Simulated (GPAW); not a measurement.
# linear Eu chain, spacing 3.146 A: a ladder in the Hubbard U

Two starts of linear Eu chain, spacing 3.146 A are run at each rung of the Hubbard U. What moves?

Calculated with GPAW 26.7.0; LDA with several values of U; plane waves with GPAW's PAW setups, scalar-relativistic.

## 1. The starting structure

The cell holds 1 atom: 1 Eu. Its edges and angles: a = 12.000 Å, b = 12.000 Å, c = 3.146 Å, α = 90.0°, β = 90.0°, γ = 90.0°. model lattice. Vacuum lies along a and b. The structure's axis is c.

## 2. Rung 1 (no U), start ferro +

Each rung takes a larger U, to see how far the results hang on a number that is chosen.

File order1.py:

```python
import json
import numpy as np
from ase import Atoms
from ase.parallel import paropen, parprint
from gpaw import GPAW

atoms = Atoms(['Eu'],
    cell=[[12.0, 0.0, 0.0],
         [0.0, 12.0, 0.0],
         [0.0, 0.0, 3.146]],
    scaled_positions=[[0.5, 0.5, 0.0]],
    pbc=True,
    magmoms=[7.0])
atoms.calc = GPAW(mode={'name': 'pw', 'ecut': 700},
    xc='LDA',
    kpts={'size': (1, 1, 8), 'gamma': True},
    occupations={'name': 'fermi-dirac', 'width': 0.05},
    convergence={'density': 1e-05, 'energy': 1e-05},
    maxiter=200,
    symmetry={'tolerance': 1e-4},
    txt='order1.txt')
e = atoms.get_potential_energy(force_consistent=True)
res = {'free_energy': e, 'energy_sigma0': atoms.get_potential_energy(), 'fermi_energy': atoms.calc.get_fermi_level()}
res['moments'] = atoms.get_magnetic_moments().tolist()
res['total'] = atoms.get_magnetic_moment()
parprint('site moments (muB):', np.round(res['moments'], 3))
parprint(f"total moment: {res['total']:.3f} muB")
parprint(f'free energy: {e:.6f} eV')
atoms.calc.write('order1.gpw')
with paropen('results.json', 'w') as f:
    json.dump(res, f)
```

Launch:

```bash
> OMP_NUM_THREADS=1 python3 order1.py > order1.log
```

The log of the run:

```text
site moments (muB): [6.918]
total moment: 7.942 muB
free energy: -7.985425 eV

--- order1.txt ---
Input parameters:
  mode=PW(ecut=700),
  convergence={'density': 1e-05, 'energy': 1e-05},
  kpts=MonkhorstPack(size=(1, 1, 8), gamma=True),
  maxiter=200,
  occupations=Occupations(name='fermi-dirac', width=0.05),
  symmetry=Symmetry(tolerance=0.0001),
  xc=XC(name='LDA')

Diagonalizing LCAO Hamiltonian
Converting LCAO to pw mode
        .----------------------------.
       /|                            |
      / |                            |
     /  |                            |
    /   .----------------------------.
   /   /                            /
  /   /                            /
 *   /                            /
 |  /              Eu            /
 | /                            /
 |/                            /
 *----------------------------*

Atoms  # Å, Bohr magnetons
|   | symbol |        x |        y |        z |    initial magnetic moments |
|---|--------|----------|----------|----------|-----------------------------|
| 0 |     Eu | 6.000000 | 6.000000 | 0.000000 | ( 0.0000,  0.0000,  7.0000) |

Unit cell  # Å
| periodic |         x |         y |        z |   lengths |    angles |
|----------|-----------|-----------|----------|-----------|-----------|
|      yes | 12.000000 |  0.000000 | 0.000000 | 12.000000 | 90.000000 |
|      yes |  0.000000 | 12.000000 | 0.000000 | 12.000000 | 90.000000 |
|      yes |  0.000000 |  0.000000 | 3.146000 |  3.146000 | 90.000000 |

Number of symmetries: 16

BZ-sampling:
  Number of BZ points: 8
  Number of IBZ points: 5

  Monkhorst-Pack size: [1, 1, 8]
  Monkhorst-Pack shift: [0.0, 0.0, 0.0625]

Plane wave coefficients: 19102
Cutoff: 700.0 eV

Spin-components: 2 (collinear spins)
Bands:           19
Projectors:      8
Spin-degeneracy: 1
Datatype:        complex128

Parallelization:
  kpt:    1
  domain: 1
  band:   1

Density:
  Valence electrons: 17.0
  Components: 2
  Grid points: [75 75 20]
  Charge: 0.0  # |e|

Potential:
  Grid points: [75 75 20]

[... setups left out ...]
Reference energy: -294879.930901  # eV

eigensolver:
  PPCG
  Converge bands: occupied
  niter=2

density mixing:
  MSR1-Mixer
  Pratt-step length: 0.05
  Maximum mixing coefficient: 0.75
  Old densities: 10
  SVD Regularization: 0.005
  Good broyden scale: 1.0
  Trust region scale: 1.0
  Backstep threshold: 4.0
  History deletion threshold: 6.0
  Fourier metric: weight=20.0, sigma=0.015

occupation numbers:
  Fermi-Dirac:
    width: 0.0500  # eV

poisson solver:
  ecut: 5600.0  # eV

xc functional:
  name: None

convergence criteria:
- Maximum integral of absolute [dens]ity change: 1e-05 electrons / valence electron
- Maximum [total energy] change in last 3 cyles: 1e-05 eV / valence electron
- Maximum integral of absolute [eigenst]ate change: 4e-08 eV^2 / valence electron
maximum number of iterations: 200

SCF iterations
|iter     |      energy | eigst |  dens |  magmom |
|---------|-------------|-------|-------|---------|
|iter:   1|       0s |   -8.178084 | -0.86 |       |  +7.0152|
|iter:   2|       1s |   -7.993052 | -1.71 | -0.80 |  +7.0240|
|iter:   3|       3s |   -7.969927 | -2.58 | -1.01 |  +7.0820|
|iter:   4|       5s |   -7.946802 | -1.99 | -1.08 |  +7.3057|
|iter:   5|       7s |   -7.969502 | -2.21 | -1.29 |  +7.5250|
|iter:   6|       8s |   -7.968532 | -3.36 | -1.51 |  +7.5906|
|iter:   7|      10s |   -7.970755 | -2.53 | -1.62 |  +7.7148|
|iter:   8|      12s |   -7.976207 | -3.45 | -1.96 |  +7.8060|
|iter:   9|      14s |   -7.977036 | -3.54 | -2.00 |  +7.8664|
|iter:  10|      15s |   -7.978146 | -4.11 | -2.40 |  +7.9163|
|iter:  11|      17s |   -7.978278 | -4.98 | -2.72 |  +7.9310|
|iter:  12|      19s |   -7.978336 | -4.96 | -3.02 |  +7.9412|
|iter:  13|      21s |   -7.978342c| -6.28 | -3.89 |  +7.9429|
|iter:  14|      23s |   -7.978332c| -7.55c| -4.16 |  +7.9424|
|iter:  15|      23s |   -7.978331c| -8.29c| -4.78 |  +7.9422|
|iter:  16|      24s |   -7.978331c| -8.53c| -5.38c|  +7.9421|

Converged in 16 steps
Energy contributions relative to reference atoms: (reference = -294879.930901)

Energy contributions:
  Kinetic:          11.119356
  Coulomb:          -6.915552
  Zero:              0.015533
  External:          0.000000
  Xc:              -12.190574
  Entropy:          -0.014189
  Spinorbit:         0.000000
  ----------------------------
  Free energy:      -7.985425
  Extrapolated:     -7.978331

dipole moment: (-0.000000, -0.000000, -17.358951)  # |e|*Ang

Total magnetic moment: (0.000000, 0.000000, 7.942131)

Local magnetic moments
|        x |        y |        z |
|----------|----------|----------|
| 0.000000 | 0.000000 | 6.917620 |  # Eu   0

Fermi level: -1.883
Eigenvalues  # (at kpt = [0.000, 0.000, 0.000])
| band index |      eig [eV] | occ [0-1] |      eig [eV] | occ [0-1] |
|------------|---------------|-----------|---------------|-----------|
|          0 |       -43.945 |     1.000 |       -40.834 |     1.000 |
|          1 |       -22.840 |     1.000 |       -20.427 |     1.000 |
|          2 |       -22.840 |     1.000 |       -20.427 |     1.000 |
|          3 |       -22.029 |     1.000 |       -19.391 |     1.000 |
|          4 |        -4.406 |     1.000 |        -3.277 |     1.000 |
|          5 |        -2.834 |     1.000 |        -0.958 |     0.000 |
|          6 |        -2.834 |     1.000 |        -0.681 |     0.000 |
|          7 |        -2.599 |     1.000 |        -0.681 |     0.000 |
|          8 |        -2.599 |     1.000 |        -0.506 |     0.000 |
|          9 |        -2.560 |     1.000 |        -0.465 |     0.000 |
|         10 |        -2.560 |     1.000 |         0.644 |     0.000 |
|         11 |        -2.500 |     1.000 |         1.337 |     0.000 |
|         12 |        -2.104 |     0.988 |         1.564 |     0.000 |
|         13 |        -1.239 |     0.000 |         1.564 |     0.000 |
|         14 |        -1.226 |     0.000 |         1.735 |     0.000 |
|         15 |        -1.081 |     0.000 |         1.735 |     0.000 |
|         16 |        -1.081 |     0.000 |         2.084 |     0.000 |
|        ... |               |           |               |           |
|         18 |         1.690 |     0.000 |         2.119 |     0.000 |

No gap
No difference between direct/indirect transitions
```

It took 29 s on 1 MPI rank of AMD EPYC 9R45, shared host; peak memory 0.48 GiB.

This step gave:

```
magnetization  : 7.942 μB
final state    : ferromagnetic
largest moment : 6.918 μB
```

After 16 cycles the largest moment stands at 6.92 μB.

## 3. Rung 1 (no U), start antiferro q=(0,0,1/2) +-

The second start gives the energy difference between the two end states, the quantity that is followed up the ladder. Its q is in fractions of the reciprocal vectors of the first run's cell.

order2.py is the script of step 2 with these lines changed:

```diff
@@ -6,12 +6,13 @@
 
-atoms = Atoms(['Eu'],
+atoms = Atoms(['Eu', 'Eu'],
     cell=[[12.0, 0.0, 0.0],
          [0.0, 12.0, 0.0],
-         [0.0, 0.0, 3.146]],
-    scaled_positions=[[0.5, 0.5, 0.0]],
+         [0.0, 0.0, 6.292]],
+    scaled_positions=[[0.5, 0.5, 0.0],
+         [0.5, 0.5, 0.5]],
     pbc=True,
-    magmoms=[7.0])
+    magmoms=[7.0, -7.0])
 atoms.calc = GPAW(mode={'name': 'pw', 'ecut': 700},
     xc='LDA',
-    kpts={'size': (1, 1, 8), 'gamma': True},
+    kpts={'size': (1, 1, 4), 'gamma': True},
     occupations={'name': 'fermi-dirac', 'width': 0.05},
@@ -20,3 +21,3 @@
     symmetry={'tolerance': 1e-4},
-    txt='order1.txt')
+    txt='order2.txt')
 e = atoms.get_potential_energy(force_consistent=True)
@@ -28,3 +29,3 @@
 parprint(f'free energy: {e:.6f} eV')
-atoms.calc.write('order1.gpw')
+atoms.calc.write('order2.gpw')
 with paropen('results.json', 'w') as f:
```

Launch:

```bash
> OMP_NUM_THREADS=1 python3 order2.py > order2.log
```

The log of the run:

```text
site moments (muB): [ 6.718 -6.718]
total moment: -0.000 muB
free energy: -15.457331 eV

--- order2.txt ---
Input parameters:
  mode=PW(ecut=700),
  convergence={'density': 1e-05, 'energy': 1e-05},
  kpts=MonkhorstPack(size=(1, 1, 4), gamma=True),
  maxiter=200,
  occupations=Occupations(name='fermi-dirac', width=0.05),
  symmetry=Symmetry(tolerance=0.0001),
  xc=XC(name='LDA')

Diagonalizing LCAO Hamiltonian
Converting LCAO to pw mode
        .----------------------------.
       /|                            |
      / |                            |
     /  |                            |
    /   |                            |
   /    |                            |
  /     |                            |
 *      |          Eu                |
 |      .----------------------------.
 |     /                            /
 |    /                            /
 |   /                            /
 |  /              Eu            /
 | /                            /
 |/                            /
 *----------------------------*

Atoms  # Å, Bohr magnetons
|   | symbol |        x |        y |        z |    initial magnetic moments |
|---|--------|----------|----------|----------|-----------------------------|
| 0 |     Eu | 6.000000 | 6.000000 | 0.000000 | ( 0.0000,  0.0000,  7.0000) |
| 1 |     Eu | 6.000000 | 6.000000 | 3.146000 | ( 0.0000,  0.0000, -7.0000) |

Number of symmetries: 16

BZ-sampling:
  Number of BZ points: 4
  Number of IBZ points: 3

  Monkhorst-Pack size: [1, 1, 4]
  Monkhorst-Pack shift: [0.0, 0.0, 0.125]

Plane wave coefficients: 38151
Cutoff: 700.0 eV

Spin-components: 2 (collinear spins)
[...]
|iter:  13|      40s |  -15.423910c| -6.36 | -4.53 |  -0.0000|
|iter:  14|      43s |  -15.423910c| -6.64 | -4.98 |  +0.0000|
|iter:  15|      45s |  -15.423910c| -7.21 | -5.12c|  -0.0000|
|iter:  16|      47s |  -15.423910c| -7.60c| -5.42c|  -0.0000|

Converged in 16 steps
Energy contributions relative to reference atoms: (reference = -589759.861803)

Energy contributions:
  Kinetic:          32.820869
  Coulomb:         -23.558525
  Zero:             -0.181138
  External:          0.000000
  Xc:              -24.471695
  Entropy:          -0.066842
  Spinorbit:         0.000000
  ----------------------------
  Free energy:     -15.457331
  Extrapolated:    -15.423910

dipole moment: (-0.000001, -0.000001, -34.660232)  # |e|*Ang

Total magnetic moment: (0.000000, 0.000000, -0.000003)

Local magnetic moments
|        x |        y |         z |
|----------|----------|-----------|
| 0.000000 | 0.000000 |  6.717827 |  # Eu   0
| 0.000000 | 0.000000 | -6.717828 |  # Eu   1

Fermi level: -1.708
Eigenvalues  # (at kpt = [0.000, 0.000, 0.000])
| band index |      eig [eV] | occ [0-1] |      eig [eV] | occ [0-1] |
|------------|---------------|-----------|---------------|-----------|
|          0 |       -43.796 |     1.000 |       -43.796 |     1.000 |
|        ... |               |           |               |           |
|         10 |        -2.525 |     1.000 |        -2.525 |     1.000 |
|         11 |        -2.511 |     1.000 |        -2.511 |     1.000 |
|         12 |        -2.473 |     1.000 |        -2.473 |     1.000 |
|         13 |        -2.473 |     1.000 |        -2.473 |     1.000 |
[...]
|         21 |        -0.888 |     0.000 |        -0.888 |     0.000 |
|         22 |        -0.888 |     0.000 |        -0.888 |     0.000 |
|         23 |        -0.033 |     0.000 |        -0.033 |     0.000 |
|         24 |         0.939 |     0.000 |         0.939 |     0.000 |

No gap
No difference between direct/indirect transitions
```

Elapsed: 54 s, on 1 MPI rank; peak memory 0.8 GiB.

Read from the output:

* magnetization: 0 μB
* final state: antiferromagnetic
* largest moment: 6.718 μB

This start lies +256.8 meV a seeded atom from the first; its largest moment is 6.72 μB.

## 4. Rung 2 (U = 1.5 eV on Eu f), start ferro +

order1.py is the script of step 2 with these lines changed:

```diff
@@ -19,2 +19,3 @@
     maxiter=200,
+    setups={'Eu': ':f,1.5'},
     symmetry={'tolerance': 1e-4},
```

Launch:

```bash
> OMP_NUM_THREADS=1 python3 order1.py > order1.log
```

The log of the run:

```text
site moments (muB): [6.954]
total moment: 7.947 muB
free energy: -7.944316 eV

--- order1.txt ---
Input parameters:
  mode=PW(ecut=700),
  convergence={'density': 1e-05, 'energy': 1e-05},
  kpts=MonkhorstPack(size=(1, 1, 8), gamma=True),
  maxiter=200,
  occupations=Occupations(name='fermi-dirac', width=0.05),
  setups={'Eu': ':f,1.5'},
  symmetry=Symmetry(tolerance=0.0001),
  xc=XC(name='LDA')

[...]
|          4 |        -4.354 |     1.000 |        -3.255 |     1.000 |
[...]
|         14 |        -1.172 |     0.000 |         2.114 |     0.000 |
|         15 |        -1.067 |     0.000 |         2.292 |     0.000 |
|         16 |        -1.067 |     0.000 |         2.618 |     0.000 |
|        ... |               |           |               |           |
|         18 |         1.686 |     0.000 |         2.870 |     0.000 |

No gap
No difference between direct/indirect transitions


[key lines of the parts left out:]
Free energy:      -7.944316
Converged in 12 steps
dipole moment: (-0.000000, -0.000000, -17.307652)  # |e|*Ang
Fermi level: -1.863
```

The job ended after 22 s (1 MPI rank; peak memory 0.48 GiB).

Read from the output:

```yaml
magnetization: 7.947 μB
final_state: ferromagnetic
largest_moment: 6.954 μB
```

The largest moment moves by +0.04 μB from rung 1, at 0.77 times its CPU time.

## 5. Rung 2 (U = 1.5 eV on Eu f), start antiferro q=(0,0,1/2) +-

order2.py is the script of step 3 with these lines changed:

```diff
@@ -20,2 +20,3 @@
     maxiter=200,
+    setups={'Eu': ':f,1.5'},
     symmetry={'tolerance': 1e-4},
```

Launch:

```bash
> OMP_NUM_THREADS=1 python3 order2.py > order2.log
```

The log of the run:

```text
site moments (muB): [ 6.765 -6.765]
total moment: -0.000 muB
free energy: -15.409763 eV

--- order2.txt ---
Input parameters:
  mode=PW(ecut=700),
  convergence={'density': 1e-05, 'energy': 1e-05},
  kpts=MonkhorstPack(size=(1, 1, 4), gamma=True),
  maxiter=200,
  occupations=Occupations(name='fermi-dirac', width=0.05),
  setups={'Eu': ':f,1.5'},
  symmetry=Symmetry(tolerance=0.0001),
  xc=XC(name='LDA')

[...]
|         12 |        -2.904 |     1.000 |        -2.904 |     1.000 |
|         13 |        -2.901 |     1.000 |        -2.901 |     1.000 |
[...]
|         21 |        -0.880 |     0.000 |        -0.880 |     0.000 |
|         22 |        -0.874 |     0.000 |        -0.874 |     0.000 |
|         23 |         0.002 |     0.000 |         0.002 |     0.000 |
|         24 |         0.985 |     0.000 |         0.984 |     0.000 |

No gap
No difference between direct/indirect transitions


[key lines of the parts left out:]
Free energy:     -15.409763
Converged in 13 steps
dipole moment: (-0.000001, -0.000001, -34.572501)  # |e|*Ang
Fermi level: -1.670
```

The job ended after 44 s (1 MPI rank; peak memory 0.8 GiB).

This step gave:

| Item | Value |
| --- | --- |
| magnetization | 0 μB |
| final state | antiferromagnetic |
| largest moment | 6.765 μB |

This start lies +239.4 meV a seeded atom from the first, a change of -17.3 meV since rung 1; its largest moment is 6.76 μB.

## 6. Rung 3 (U = 3 eV on Eu f), start ferro +

order1.py is the script of step 4 with these lines changed:

```diff
@@ -19,3 +19,3 @@
     maxiter=200,
-    setups={'Eu': ':f,1.5'},
+    setups={'Eu': ':f,3.0'},
     symmetry={'tolerance': 1e-4},
```

Launch:

```bash
> OMP_NUM_THREADS=1 python3 order1.py > order1.log
```

The log of the run:

```text
site moments (muB): [6.982]
total moment: 7.939 muB
free energy: -7.935650 eV

--- order1.txt ---
Input parameters:
  mode=PW(ecut=700),
  convergence={'density': 1e-05, 'energy': 1e-05},
  kpts=MonkhorstPack(size=(1, 1, 8), gamma=True),
  maxiter=200,
  occupations=Occupations(name='fermi-dirac', width=0.05),
  setups={'Eu': ':f,3.0'},
  symmetry=Symmetry(tolerance=0.0001),
  xc=XC(name='LDA')

[...]
|          4 |        -4.319 |     1.000 |        -3.249 |     1.000 |
[...]
|         14 |        -1.135 |     0.000 |         2.111 |     0.000 |
|         15 |        -1.058 |     0.000 |         2.298 |     0.000 |
|         16 |        -1.058 |     0.000 |         2.994 |     0.000 |
|        ... |               |           |               |           |
|         18 |         1.683 |     0.000 |         3.648 |     0.000 |

No gap
No difference between direct/indirect transitions


[key lines of the parts left out:]
Free energy:      -7.935650
Converged in 12 steps
dipole moment: (-0.000000, -0.000000, -17.266793)  # |e|*Ang
Fermi level: -1.851
```

Run time: 21 s. Hardware: 1 MPI rank; peak memory 0.48 GiB.

Numbers from this step:

| Quantity | Value |
| --- | --- |
| magnetization | 7.939 μB |
| final state | ferromagnetic |
| largest moment | 6.982 μB |

The largest moment moves by +0.03 μB from rung 2, at 0.96 times its CPU time.

## 7. Rung 3 (U = 3 eV on Eu f), start antiferro q=(0,0,1/2) +-

order2.py is the script of step 5 with these lines changed:

```diff
@@ -20,3 +20,3 @@
     maxiter=200,
-    setups={'Eu': ':f,1.5'},
+    setups={'Eu': ':f,3.0'},
     symmetry={'tolerance': 1e-4},
```

Launch:

```bash
> OMP_NUM_THREADS=1 python3 order2.py > order2.log
```

The log of the run:

```text
site moments (muB): [ 6.799 -6.799]
total moment: -0.000 muB
free energy: -15.418850 eV

--- order2.txt ---
Input parameters:
  mode=PW(ecut=700),
  convergence={'density': 1e-05, 'energy': 1e-05},
  kpts=MonkhorstPack(size=(1, 1, 4), gamma=True),
  maxiter=200,
  occupations=Occupations(name='fermi-dirac', width=0.05),
  setups={'Eu': ':f,3.0'},
  symmetry=Symmetry(tolerance=0.0001),
  xc=XC(name='LDA')

[...]
|         12 |        -3.396 |     1.000 |        -3.396 |     1.000 |
|         13 |        -3.387 |     1.000 |        -3.387 |     1.000 |
[...]
|         21 |        -0.871 |     0.000 |        -0.871 |     0.000 |
|         22 |        -0.850 |     0.000 |        -0.850 |     0.000 |
|         23 |         0.026 |     0.000 |         0.026 |     0.000 |
|         24 |         1.017 |     0.000 |         1.017 |     0.000 |

No gap
No difference between direct/indirect transitions


[key lines of the parts left out:]
Free energy:     -15.418850
Converged in 12 steps
dipole moment: (-0.000001, -0.000001, -34.503580)  # |e|*Ang
Fermi level: -1.643
```

It took 41 s on 1 MPI rank; peak memory 0.76 GiB.

This step gave:

| Property | Result |
| --- | --- |
| magnetization | 0 μB |
| final state | antiferromagnetic |
| largest moment | 6.799 μB |

This start lies +226.2 meV a seeded atom from the first, a change of -13.2 meV since rung 2; its largest moment is 6.80 μB.

## 8. Rung 4 (U = 4.5 eV on Eu f), start ferro +

order1.py is the script of step 6 with these lines changed:

```diff
@@ -19,3 +19,3 @@
     maxiter=200,
-    setups={'Eu': ':f,3.0'},
+    setups={'Eu': ':f,4.5'},
     symmetry={'tolerance': 1e-4},
```

Launch:

```bash
> OMP_NUM_THREADS=1 python3 order1.py > order1.log
```

The log of the run:

```text
site moments (muB): [7.003]
total moment: 7.925 muB
free energy: -7.952348 eV

--- order1.txt ---
Input parameters:
  mode=PW(ecut=700),
  convergence={'density': 1e-05, 'energy': 1e-05},
  kpts=MonkhorstPack(size=(1, 1, 8), gamma=True),
  maxiter=200,
  occupations=Occupations(name='fermi-dirac', width=0.05),
  setups={'Eu': ':f,4.5'},
  symmetry=Symmetry(tolerance=0.0001),
  xc=XC(name='LDA')

[...]
|          4 |        -4.295 |     1.000 |        -3.253 |     1.000 |
[...]
|         14 |        -1.109 |     0.000 |         2.109 |     0.000 |
|         15 |        -1.052 |     0.000 |         2.301 |     0.000 |
|         16 |        -1.052 |     0.000 |         3.047 |     0.000 |
|        ... |               |           |               |           |
|         18 |         1.681 |     0.000 |         3.844 |     0.000 |

No gap
No difference between direct/indirect transitions


[key lines of the parts left out:]
Free energy:      -7.952348
Converged in 12 steps
dipole moment: (-0.000000, -0.000000, -17.234437)  # |e|*Ang
Fermi level: -1.845
```

Wall time 22 s (1 MPI rank); peak memory 0.48 GiB.

Read from the output:

```
magnetization  : 7.925 μB
final state    : ferromagnetic
largest moment : 7.003 μB
```

The largest moment moves by +0.02 μB from rung 3, at 1.0 times its CPU time.

(Continued in part 2 of 2.)

[Logs and program files are shortened in this print: banners, set-up blocks, solver, clock and traceback lines can be left out without a mark of their own.]

[Logs are printed without paths, hosts, clocks, repeated set-up lines and the standing remarks that a program may print on its own settings, such as how far it seeks lower states.]

[Hosts, paths, dates, database ids (printed as entryN), source tags and the programs' standing remarks are cut or masked in the printed files.]

[Where a cell is said to come from a database of computed structures, the database is the Materials Project.]
